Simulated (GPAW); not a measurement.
The Be K edge of atom 2 in BeNi (Pm-3m), with 8 Ni at 2.24 Å and 6 Be at 2.59 Å (cube and octahedron, as in bcc, site symmetry m-3m), was computed in 3 ways: excited-electron core hole (neutral cell), half core hole and no core hole. Program and functional: GPAW, LDA, Gaussian full width 0.9 eV up to 4 eV, rising linearly to 3.5 eV at 25 eV; cells of 2 and 32 atoms (the run without a hole in the smaller).

Each run is counted from its own lowest empty level or Fermi level and scaled to a mean of 1 over its first 20 eV.

```csv
E (eV),run 1,run 2,run 3
-2.0,0.00,0.00,0.00
-1.4,0.00,0.00,0.00
-0.8,0.01,0.01,0.02
-0.2,0.12,0.20,0.31
0.4,0.47,0.61,0.82
1.0,0.71,0.66,0.74
1.6,0.33,0.54,0.70
2.2,0.51,0.69,0.92
2.8,0.67,0.56,0.61
3.4,0.33,0.34,0.55
4.0,0.20,0.54,0.76
4.6,0.28,0.45,0.83
5.2,0.55,0.82,1.96
5.8,0.92,1.58,2.86
6.4,1.27,2.04,2.28
7.0,1.30,1.71,1.72
7.6,1.18,1.74,1.75
8.2,1.41,1.97,1.58
8.8,1.72,1.85,1.39
9.4,1.88,1.75,1.39
10.0,2.07,1.83,1.42
10.6,2.31,1.84,1.24
11.2,2.27,1.51,0.85
11.8,1.76,0.96,0.49
12.4,1.10,0.54,0.31
13.0,0.69,0.40,0.32
13.6,0.56,0.45,0.43
14.2,0.59,0.55,0.51
14.8,0.66,0.61,0.54
15.4,0.72,0.63,0.55
16.0,0.78,0.66,0.61
16.6,0.83,0.73,0.71
17.2,0.90,0.82,0.80
17.8,0.97,0.90,0.86
18.4,1.02,0.93,0.87
19.0,1.06,0.94,0.86
19.6,1.06,0.92,0.83
20.2,1.03,0.90,0.77
20.8,0.99,0.85,0.70
21.4,0.94,0.79,0.63
22.0,0.90,0.73,0.57
22.6,0.87,0.67,0.54
23.2,0.85,0.64,0.54
23.8,0.83,0.63,0.54
24.4,0.79,0.62,0.54
25.0,0.74,0.60,0.53
25.6,0.69,0.59,0.53
26.2,0.65,0.57,0.53
26.8,0.62,0.56,0.53
27.4,0.61,0.56,0.54
28.0,0.61,0.58,0.55
28.6,0.62,0.59,0.57
29.2,0.64,0.62,0.60
29.8,0.68,0.65,0.62
30.4,0.74,0.69,0.65
31.0,0.80,0.73,0.68
31.6,0.85,0.77,0.71
```

Which run is which?

Run 1: no core hole (area from −2 to 6 eV 3.0, main maxima 0.9 eV (0.73), 6.7 eV (1.35), 10.9 eV (2.35) and 19.3 eV (1.06)). Run 2: half core hole (area from −2 to 6 eV 4.0, main maxima 0.7 eV (0.71), 6.4 eV (2.04), 8.2 eV (1.97), 10.3 eV (1.87) and 18.8 eV (0.94)). Run 3: excited-electron core hole (neutral cell) (area from −2 to 6 eV 6.4, main maxima 0.6 eV (0.85), 2.2 eV (0.92), 5.8 eV (2.86) and 18.4 eV (0.87)). With each curve scaled to its own mean, the area from −2 to 6 eV with the hole is 6.4 against 3.0, and the centre of weight from −1 to 20 eV moves by -1.8 eV: the hole pulls the absorber's empty states down.

[Banner, clock and machine lines of the logs are left out without a mark of their own.]

[Logs are printed without paths, hosts, clocks, repeated set-up lines and the standing remarks that a program may print on its own settings, such as how far it seeks lower states.]

[Hosts, paths, dates, database ids (printed as entryN), source tags and the programs' standing remarks are cut or masked in the printed files.]

[Lists of maxima count a maximum above −3 eV only where it reaches 4 % of the highest in the window and stands out from its surroundings by 2 % of it (1.5 % where it reaches 55 %); shoulders and weaker maxima are passed over, and of the rest the first, up to two pre-edge ones and the few strongest are named.]
